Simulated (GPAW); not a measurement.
## CsH (Fm-3m): G0W0 on several meshes in GPAW

Aim: the GW shift of CsH (Fm-3m) against the k mesh.

Calculated with GPAW 26.7.0; LDA and many-body steps on it, plane waves.

The database entry behind the starting cell differs from later determinations by our own check (0.1 to 0.3 % short, probably kX units), so it need not match the best structure at ambient conditions.

## Step 1: Starting point

Symmetry: Fm-3m, No. 225, cubic system. Conventional cell: a = 6.376 Å, b = 6.376 Å, c = 6.376 Å, α = 90.00°, β = 90.00°, γ = 90.00°. Cs has 6 H at 3.19 Å nearest. Nearest to H lie 6 Cs at 3.19 Å. Farther neighbours are not listed.

Structure file:

```cif
data_structure
_symmetry_space_group_name_H-M 'Fm-3m'
_symmetry_Int_Tables_number 225
_cell_length_a 6.3760
_cell_length_b 6.3760
_cell_length_c 6.3760
_cell_angle_alpha 90.000
_cell_angle_beta 90.000
_cell_angle_gamma 90.000
_cell_volume 259.21
loop_
_atom_site_label
_atom_site_type_symbol
_atom_site_symmetry_multiplicity
_atom_site_Wyckoff_symbol
_atom_site_fract_x
_atom_site_fract_y
_atom_site_fract_z
_atom_site_occupancy
Cs1 Cs 4 a 0.00000 0.00000 0.00000 1
H1 H 4 b 0.50000 0.00000 0.00000 1
```

The cell and positions come from the Crystallography Open Database and are kept as given unless a step says otherwise. Spin-orbit coupling is left out unless a step names it.

## Step 2: Empty states on the mesh, 4×4×4 mesh, 426 bands

This step: GPAW 26.7.0; DFT, LDA, plane waves, PAW.

The sums over transitions need many empty states on a uniform mesh; this step solves for them.

run.py

```python
import json
import numpy as np
from gpaw.mpi import world
from gpaw import GPAW

calc = GPAW('gs.gpw').fixed_density(kpts={'size': (4, 4, 4), 'gamma': True},
    parallel={'domain': 1, 'band': 1},
    txt='nscf.txt')
calc.diagonalize_full_hamiltonian(nbands=426)
calc.write('full.gpw', mode='all')
res = {}
kpts = calc.get_ibz_k_points()
res['kpts'] = kpts
res['eigenvalues'] = [calc.get_eigenvalues(kpt=k) for k in range(len(kpts))]
res['n_electrons'] = calc.get_number_of_electrons()

if world.rank == 0:
    with open('result.json', 'w') as f:
        json.dump(res, f, default=lambda x: x.tolist())
```

The run is started by

```
mpirun -n 4 gpaw python run.py
```

Numbers of over 12 decimals in the logs are rounded to 6 here.

Log:

```text
Diagonalizing LCAO Hamiltonian
Converting LCAO to pw mode
convergence criteria:
- Maximum integral of absolute [eigenst]ate change: 4e-08 eV^2 / valence electron
maximum number of iterations: 100

SCF iterations
|iter     |     time |      energy | eigst |  dens |
|iter:   1|  |             | +2.03 |       |
|iter:   2|  |             | +0.61 |       |
|iter:   3|  |             | -0.19 |       |
|iter:   4|  |             | -1.75 |       |
|iter:   5|  |             | -3.39 |       |
|iter:   6|  |             | -5.32 |       |
|iter:   7|  |             | -6.83 |       |
|iter:   8|  |             | -7.41c|       |
SCF steps: 8
  __  _  _
 | _ |_)|_||  |
 |__||  | ||/\| - 26.7.0

Input parameters:
  mode=PW(ecut=600.0),
  convergence={'density': 1e-06, 'bands': -3},
  gpts=array([27, 27, 27]),
  kpts=MonkhorstPack(size=(4, 4, 4), gamma=True),
  maxiter=100,
  nbands=12,
  occupations=Occupations(name='fermi-dirac', width=0.001, fixmagmom=False),
  parallel={'domain': 1, 'band': 1},
  xc=XC(name='LDA')
Matrix size: 2141x2141
# Writing to full.gpw (mode='all')
  [... matrices ...]

timing:  # [seconds]
  Total: 17.786  # ━━━━━━━━━━━━━━━━━━━━━━━━━━━━━━━━━━━━━━━━━━━━━━━━━━━━━━━━━━
```

It took 21 s on 4 MPI ranks of Arm Neoverse V2, shared host; peak memory 2.2 GiB.

This step gave:

```yaml
gap: 1.945 eV
k_of_the_valence_top: 0.5, 0.5, 0.5
k_of_the_conduction_bottom: 0.5, 0.5, 0.5
least_direct_gap: 1.945 eV
k_points_computed: 8
lowest_point_of_the_top_converged_band_above_the_valence_top: 191.3753 eV
```

On this mesh the gap is 1.945 eV.

## Step 3: 4×4×4

Now the one-shot GW correction: screening in the RPA, then the self-energy of the levels asked for.

This step: G0W0 on LDA, plane waves, PAW.

run.py

```python
import json
import numpy as np
from gpaw.mpi import world
from gpaw.response.g0w0 import G0W0

gw = G0W0('full.gpw',
    filename='gw',
    kpts=[0, 7],
    bands=(3, 7),
    ecut=60,
    nbands=68,
    integrate_gamma='WS',
    ppa=True)
gw.calculate()
res = {mode: {k: v for k, v in r.items() if k != 'sigma_eskwn'}
       for mode, r in gw.all_results.items()}

if world.rank == 0:
    with open('result.json', 'w') as f:
        json.dump(res, f, default=lambda x: x.tolist())
```

The run is started by

```
mpirun -n 4 gpaw python run.py
```

Log:

```text
Using integrator: PointIntegrator
FrequencyGridDescriptor(from 0.000+0.000j to 0.000+27.211j eV, 2 points)
Nonperiodic BCs:  [False False False]
Using integrator: PointIntegrator
FrequencyGridDescriptor(from 0.000+0.000j to 0.000+27.211j eV, 2 points)
Nonperiodic BCs:  [False False False]
  ___  _ _ _
 |   || | | |
 | | || | | |
 |__ ||_____|
 |___|

BZ k-points: Symmetries present (total): 48

  [... matrices ...]
64 k-points: 4 x 4 x 4 Monkhorst-Pack grid + [1/8,1/8,1/8]
8 k-points in the irreducible part of the Brillouin zone
       k-points in crystal coordinates                weights
   0:     0.00000000    0.00000000    0.00000000          1/64
   1:     0.25000000    0.25000000    0.00000000          6/64
   2:     0.25000000    0.25000000    0.25000000          8/64
   3:     0.50000000    0.25000000   -0.25000000          6/64
   4:     0.50000000    0.25000000    0.25000000         12/64
   5:     0.50000000    0.50000000    0.00000000          3/64
   6:     0.50000000    0.50000000    0.25000000         24/64
   7:     0.50000000    0.50000000    0.50000000          4/64

Distributing spins, k-points and bands (1 x 2 x 4) over 4 processes
Number of blocks: 1

Quasi particle states:
k-points (IBZ indices): [0, 7]
Band range: (3, 7)
  [... matrices ...]
Computational parameters:
Plane wave cut-off: 60 eV
Number of bands: 68
Coulomb cutoff: None
Broadening: 0.1 eV

fxc modes: GW
Kernel: RPA
Using Godby-Needs plasmon-pole approximation:
  Fitting energy: i*E0, E0 = 1.000 Hartree
Summing all q:

Calculating screened Coulomb potential
No Coulomb truncation
FrequencyGridDescriptor(from 0.000+0.000j to 0.000+27.211j eV, 2 points)
Removing empty qpoint cache files...

Calculating chi0 body with:
    Ground state adapter containing:
    Number of spins: 1
    Number of kpoints: 64
    Number of irreducible kpoints: 8
    Number of completely occupied states: 5
    Number of partially occupied states: 5
    Occupied states memory: 1.501694 M / cpu

    Linear response parametrization:
    q_c: [0.0, 0.0, 0.0]
    Number of frequency points: 2
    Planewave cutoff: 60.0
    Number of bands: 68
    Number of planewaves: 65
    Broadening (eta): 1e-06
    comm.size: 4
    kncomm.size: 4
    blockcomm.size: 1

    Memory estimate of potentially large arrays:
        chi0_wGG: 0.128937 M / cpu
Integrating chi0 body.

Symmetries of q_c:
    Direct symmetries (Uq -> q): 48
    Indirect symmetries (TUq -> q): 0
In total 48 allowed symmetries.

  [... matrices ...]
8 groups of equivalent kpoints. 87.5% reduction.

Integral kind: response function
Integrating chi0 head and wings.

Symmetries of q_c:
    Direct symmetries (Uq -> q): 48
    Indirect symmetries (TUq -> q): 0
In total 48 allowed symmetries.

  [... matrices ...]
8 groups of equivalent kpoints. 87.5% reduction.

Integral kind: response function wings

Calculating chi0 body with:
    Ground state adapter containing:
    Number of spins: 1
    Number of kpoints: 64
    Number of irreducible kpoints: 8
    Number of completely occupied states: 5
    Number of partially occupied states: 5
    Occupied states memory: 1.501694 M / cpu

[... the further q-points ...]

Results:
f:      Occupation numbers
eps:     KS-eigenvalues [eV]
vxc:     KS vxc [eV]
exx:     Exact exchange [eV]
sigma:   Self-energies [eV]
dsigma:  Self-energy derivatives
Z:       Renormalization factors
qp:      QP-energies [eV]

k-point 0 (0): (0.000, 0.000, 0.000)                GW
band       f     eps     vxc     exx   sigma  dsigma       Z      qp
                                                                   GW
   3   1.000  -5.287 -17.429 -21.627   2.542  -0.236   0.809  -6.627
   4   1.000   0.753  -9.039 -12.489   1.759  -0.260   0.794  -0.589
   5   0.000   7.624  -9.184  -4.245  -3.395  -0.197   0.835   8.914
   6   0.000   7.624  -9.184  -4.245  -3.395  -0.197   0.835   8.914

k-point 1 (7): (0.500, 0.500, 0.500)                GW
band       f     eps     vxc     exx   sigma  dsigma       Z      qp
                                                                   GW
   3   1.000  -5.384 -17.260 -21.483   2.544  -0.238   0.808  -6.739
   4   1.000   2.622 -10.854 -14.036   1.624  -0.255   0.797   1.381
   5   0.000   4.567  -7.650  -3.578  -3.029  -0.182   0.846   5.449
   6   0.000   7.188  -9.015  -4.374  -3.221  -0.192   0.839   8.379
```

Wall time 16 s (4 MPI ranks); peak memory 1 GiB; 63 s of CPU time.

Numbers from this step:

```yaml
g0w0_gap_on_the_points_computed: 4.068 eV
least_direct_g0w0_gap_on_the_computed_points: 4.068 eV
z_at_the_valence_top: 0.7966
z_at_the_conduction_bottom: 0.8462
starting_gap_on_the_mesh: 1.945 eV
k_of_the_valence_top: 0.5, 0.5, 0.5
k_of_the_conduction_bottom: 0.5, 0.5, 0.5
```

The gap on the mesh goes from 1.95 eV to 4.07 eV, a correction of +2.12 eV.

## Step 4: Empty states on the mesh, 6×6×6 mesh, 78 bands

This step: DFT, LDA, plane waves, PAW.

run.py

```python
import json
import numpy as np
from gpaw.mpi import world
from gpaw import GPAW

calc = GPAW('gs.gpw').fixed_density(kpts={'size': (6, 6, 6), 'gamma': True},
    nbands=91,
    convergence={'bands': 78},
    txt='nscf.txt')
calc.write('full.gpw', mode='all')
res = {}
kpts = calc.get_ibz_k_points()
res['kpts'] = kpts
res['eigenvalues'] = [calc.get_eigenvalues(kpt=k) for k in range(len(kpts))]
res['n_electrons'] = calc.get_number_of_electrons()

if world.rank == 0:
    with open('result.json', 'w') as f:
        json.dump(res, f, default=lambda x: x.tolist())
```

The run is started by

```
mpirun -n 4 gpaw python run.py
```

Log:

```text
Diagonalizing LCAO Hamiltonian
Converting LCAO to pw mode
convergence criteria:
- Maximum integral of absolute [eigenst]ate change: 4e-08 eV^2 / valence electron
maximum number of iterations: 100

SCF iterations
|iter     |     time |      energy | eigst |  dens |
|iter:   1|  |             | +4.49 |       |
|iter:   2|  |             | +3.28 |       |
|iter:   3|  |             | +2.14 |       |
[...]
|iter:  14|  |             | -6.81 |       |
|iter:  15|  |             | -7.27 |       |
|iter:  16|  |             | -7.72c|       |
SCF steps: 16
  __  _  _
 | _ |_)|_||  |
 |__||  | ||/\| - 26.7.0

Input parameters:
  mode=PW(ecut=600.0),
  convergence={'bands': 78},
  gpts=array([27, 27, 27]),
  kpts=MonkhorstPack(size=(6, 6, 6), gamma=True),
  maxiter=100,
  nbands=91,
  occupations=Occupations(name='fermi-dirac', width=0.001, fixmagmom=False),
  parallel={},
  xc=XC(name='LDA')
# Writing to full.gpw (mode='all')
  [... matrices ...]

timing:  # [seconds]
  Total: 0.031  # ━━━━━━━━━━━━━━━━━━━━━━━━━━━━━━━━━━━━━━━━━━━━━━━━━━━━━━━━━━━
```

Run time: 23 s. Hardware: 4 MPI ranks; peak memory 0.75 GiB.

Numbers from this step:

```
gap                                                           : 1.945 eV
k of the valence top                                          : 0.5, 0.5, 0.5
k of the conduction bottom                                    : 0.5, 0.5, 0.5
least direct gap                                              : 1.945 eV
k points computed                                             : 16
lowest point of the top converged band, above the valence top : 56.1524 eV
```

On this mesh the gap is 1.945 eV.

## Step 5: 6×6×6

This step: G0W0 on LDA, plane waves, PAW.

run.py

```python
import json
import numpy as np
from gpaw.mpi import world
from gpaw.response.g0w0 import G0W0

gw = G0W0('full.gpw',
    filename='gw',
    kpts=[0, 15],
    bands=(3, 7),
    ecut=60,
    nbands=68,
    integrate_gamma='WS',
    ppa=True)
gw.calculate()
res = {mode: {k: v for k, v in r.items() if k != 'sigma_eskwn'}
       for mode, r in gw.all_results.items()}

if world.rank == 0:
    with open('result.json', 'w') as f:
        json.dump(res, f, default=lambda x: x.tolist())
```

The run is started by

```
mpirun -n 4 gpaw python run.py
```

Log:

```text
Using integrator: PointIntegrator
FrequencyGridDescriptor(from 0.000+0.000j to 0.000+27.211j eV, 2 points)
Nonperiodic BCs:  [False False False]
Using integrator: PointIntegrator
FrequencyGridDescriptor(from 0.000+0.000j to 0.000+27.211j eV, 2 points)
Nonperiodic BCs:  [False False False]
  ___  _ _ _
 |   || | | |
 | | || | | |
 |__ ||_____|
 |___|

BZ k-points: Symmetries present (total): 48

  [... matrices ...]
216 k-points: 6 x 6 x 6 Monkhorst-Pack grid + [1/12,1/12,1/12]
16 k-points in the irreducible part of the Brillouin zone
       k-points in crystal coordinates                weights
   0:     0.00000000    0.00000000    0.00000000          1/216
   1:     0.16666667    0.16666667    0.00000000          6/216
   2:     0.16666667    0.16666667    0.16666667          8/216
[...]
9:     0.50000000    0.33333333   -0.16666667         12/216
          ...
  15:     0.50000000    0.50000000    0.50000000          4/216

Distributing spins, k-points and bands (1 x 2 x 4) over 4 processes
Number of blocks: 1

Quasi particle states:
k-points (IBZ indices): [0, 15]
Band range: (3, 7)
  [... matrices ...]
Computational parameters:
Plane wave cut-off: 60 eV
Number of bands: 68
Coulomb cutoff: None
Broadening: 0.1 eV

fxc modes: GW
Kernel: RPA
Using Godby-Needs plasmon-pole approximation:
  Fitting energy: i*E0, E0 = 1.000 Hartree
Summing all q:

Calculating screened Coulomb potential
No Coulomb truncation
FrequencyGridDescriptor(from 0.000+0.000j to 0.000+27.211j eV, 2 points)
Removing empty qpoint cache files...

Calculating chi0 body with:
    Ground state adapter containing:
    Number of spins: 1
    Number of kpoints: 216
    Number of irreducible kpoints: 16
    Number of completely occupied states: 5
[...]
q_c: [1.3877787807814457e-17, 1.3877787807814457e-17, 1.3877787807814457e-17]
    Number of frequency points: 2
    Planewave cutoff: 60.0
    Number of bands: 68
    Number of planewaves: 65
    Broadening (eta): 1e-06
    comm.size: 4
    kncomm.size: 4
    blockcomm.size: 1

    Memory estimate of potentially large arrays:
        chi0_wGG: 0.128937 M / cpu
Integrating chi0 body.

Symmetries of q_c:
    Direct symmetries (Uq -> q): 48
    Indirect symmetries (TUq -> q): 0
In total 48 allowed symmetries.

  [... matrices ...]
16 groups of equivalent kpoints. 92.592593% reduction.

Integral kind: response function
Integrating chi0 head and wings.

Symmetries of q_c:
    Direct symmetries (Uq -> q): 48
    Indirect symmetries (TUq -> q): 0
In total 48 allowed symmetries.

  [... matrices ...]
16 groups of equivalent kpoints. 92.592593% reduction.

Integral kind: response function wings

Calculating chi0 body with:
    Ground state adapter containing:
    Number of spins: 1
    Number of kpoints: 216
    Number of irreducible kpoints: 16
    Number of completely occupied states: 5
    Number of partially occupied states: 5
[... the further q-points ...]

Results:
f:      Occupation numbers
eps:     KS-eigenvalues [eV]
vxc:     KS vxc [eV]
exx:     Exact exchange [eV]
sigma:   Self-energies [eV]
dsigma:  Self-energy derivatives
Z:       Renormalization factors
qp:      QP-energies [eV]

k-point 0 (0): (0.000, 0.000, 0.000)                GW
band       f     eps     vxc     exx   sigma  dsigma       Z      qp
                                                                   GW
   3   1.000  -5.287 -17.429 -21.628   2.525  -0.238   0.808  -6.640
   4   1.000   0.753  -9.039 -12.487   1.751  -0.270   0.788  -0.583
   5   0.000   7.624  -9.184  -4.244  -3.380  -0.194   0.837   8.930
[...]
k-point 1 (15): (0.500, 0.500, 0.500)                GW
band       f     eps     vxc     exx   sigma  dsigma       Z      qp
                                                                   GW
[...]
5   0.000   4.567  -7.650  -3.597  -3.000  -0.180   0.848   5.459
   6   0.000   7.188  -9.015  -4.377  -3.204  -0.190   0.840   8.393
```

Wall time 66 s (4 MPI ranks); peak memory 1.3 GiB.

This step gave:

* G0W0 gap on the points computed: 4.075 eV
* least direct G0W0 gap on the computed points: 4.075 eV
* Z at the valence top: 0.7966
* Z at the conduction bottom: 0.8476
* starting gap on the mesh: 1.945 eV
* k of the valence top: 0.5, 0.5, 0.5
* k of the conduction bottom: 0.5, 0.5, 0.5

Against G0W0 in GPAW (4×4×4 mesh, 68 bands, screening to 60 eV, Godby-Needs plasmon pole), the gap moves by +0.007 eV.

## Step 6: Side by side

Times are wall times on 4 MPI ranks of Arm Neoverse V2, shared host, good to a factor of about two.

```tsv
run	mesh	bands	screening cutoff (eV)	DFT gap (eV)	gap on the mesh (eV)	direct (eV)	time
4×4×4	4×4×4	68	60	1.945	4.068	4.068	16 s
6×6×6	6×6×6	68	60	1.945	4.075	4.075	66 s
```

## Step 7: Results

```yaml
4x4x4: 4.068 eV
6x6x6: 4.075 eV
known_limits: not at the basis limit; no spin-orbit coupling
```

What this shows: 6×6×6: +0.007 eV against 4×4×4. Bands and cutoff are finite, so the gap is not at the basis limit. The miss can reach some tenths of an eV and take either sign; the mesh is an error of its own. These stock PAW sets were not made for GW. In the G0W0 runs levels were corrected at 2 k points alone, so a gap called «on the mesh» is the least over those, and an edge elsewhere would be missed. The many-body steps are scalar-relativistic: spin-orbit coupling is not in them.

[Paths, hosts, dates, memory and timing lines, banners, echoed tables and standing remarks are left out of the program output.]

[Logs are printed without paths, hosts, clocks, repeated set-up lines and the standing remarks that a program may print on its own settings, such as how far it seeks lower states.]

[Runs of the session that timed out or met a known fault of the program may be left out.]

[Hosts, paths, dates, database ids (printed as entryN), source tags and the programs' standing remarks are cut or masked in the printed files.]
